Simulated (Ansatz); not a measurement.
**A faulty run on ZnS(100) slab, H on both faces (120 atoms)**

Program: Ansatz 0.2.0. The cell: 36 Zn, 36 S and 48 H.

File input.yaml:

```yaml
crystal:
  lattice:
    - [11.47422, 0.0, 0.0]
    - [0.0, 15.29896, 0.0]
    - [0.0, 0.0, 20.42979]
  atoms:
    - { symbol: Zn, position: [0.26612, 0.12541, 0.39749] }
    - { symbol: S, position: [0.26808, 0.24945, 0.33113] }
    - { symbol: Zn, position: [0.09841, 4.0e-05, 0.52933] }
    - { symbol: S, position: [0.10192, 0.12596, 0.46583] }
    - { symbol: Zn, position: [0.2647, 0.12289, 0.66107] }
    - { symbol: S, position: [0.26746, 0.24953, 0.59698] }
    - { symbol: Zn, position: [0.26678, 0.37523, 0.39786] }
    - { symbol: S, position: [0.26562, 0.49967, 0.33091] }
    - { symbol: Zn, position: [0.09932, 0.24921, 0.52887] }
    - { symbol: S, position: [0.09912, 0.37489, 0.4654] }
    - { symbol: Zn, position: [0.2674, 0.37597, 0.6626] }
    - { symbol: S, position: [0.26682, 0.50186, 0.59511] }
    - { symbol: Zn, position: [0.26742, 0.62397, 0.39527] }
    - { symbol: S, position: [0.26646, 0.75104, 0.33] }
    - { symbol: Zn, position: [0.10081, 0.49759, 0.53008] }
    - { symbol: S, position: [0.09795, 0.62613, 0.4628] }
    - { symbol: Zn, position: [0.26448, 0.62735, 0.6628] }
    - { symbol: S, position: [0.26581, 0.75113, 0.59628] }
    [... 96 atom lines left out ...]
    - { symbol: H, position: [0.82311, 0.62417, 0.70591] }
    - { symbol: H, position: [0.04392, 0.62577, 0.70796] }
    - { symbol: H, position: [0.02721, 0.00029, 0.29565] }
    - { symbol: H, position: [0.83918, 0.00192, 0.29341] }
    - { symbol: H, position: [0.82157, 0.8751, 0.70602] }
    - { symbol: H, position: [0.04408, 0.87617, 0.70632] }
kpoints:
  mp_grid: { grid: [1, 1, 1] }
hamiltonian:
  xc: pbe
scf:
  occupations: { method: fermi_dirac, width: 0.025 }
  eigensolver: { kind: { support_functions: { accuracy: medium, radius: 3.36 } } }
  mixing: { beta: 0.4 }
  max_iter: 150
output:
  forces: true
  eigenvalues: true
```

Launch:

```console
$ ansatz run input.yaml --threads 8 --pin off --max-ram 15872MiB --backend cpu --events-out ev --progress --plain --runs-dir out
```

Log:

```text
Warning: scf.eigensolver.kind.support_functions: disabling space-group detection — the functions' gradient is summed over unrotated k-points, so no spatial operation reduces the k-mesh or symmetrises the density; time reversal is kept, so that k and −k are solved as one point where they differ and the mesh holds both, and exact exchange and, on two spinor components, a DFT+U term hold to it where the run has them: [...]
settings of this run that can trade accuracy for cost: scf.eigensolver.kind.support_functions [...]
Engine: ansatz 0.2.0, aarch64-unknown-linux-gnu
Pseudopotentials: kind: paw
Pseudopotential: Zn, paw, valence charge 12, recommended cutoff 420 eV (normal), Zn.paw.azcp
Pseudopotential: S, paw, valence charge 6, recommended cutoff 420 eV (normal), S.paw.azcp
Pseudopotential: H, paw, valence charge 1, recommended cutoff 420 eV (normal), H.paw.azcp
[... 5 lines on functional and potentials left out ...]
Error: SCF: the radius of support functions is under 3.76 Å, the least for these sites at the functions' level (scf.eigensolver.kind.support_functions.accuracy). Use scf.eigensolver.kind: auto, or type scf.eigensolver.kind.support_functions.radius at least as long, [...]
```

Wall time 1.2 s (8 threads of Arm Neoverse V2, shared host); peak memory 0.51 GiB.

**Question.** What is wrong with this input, and how is it mended?

A radius under the least that the level allows: support_functions.radius = 3.36.

The fix is to use a longer radius.

The run ended with an error.

[Logs are printed without paths, hosts, clocks, repeated set-up lines and the standing remarks that a program may print on its own settings, such as how far it seeks lower states.]

[Hosts, paths, dates, database ids (printed as entryN), source tags and the programs' standing remarks are cut or masked in the printed files.]
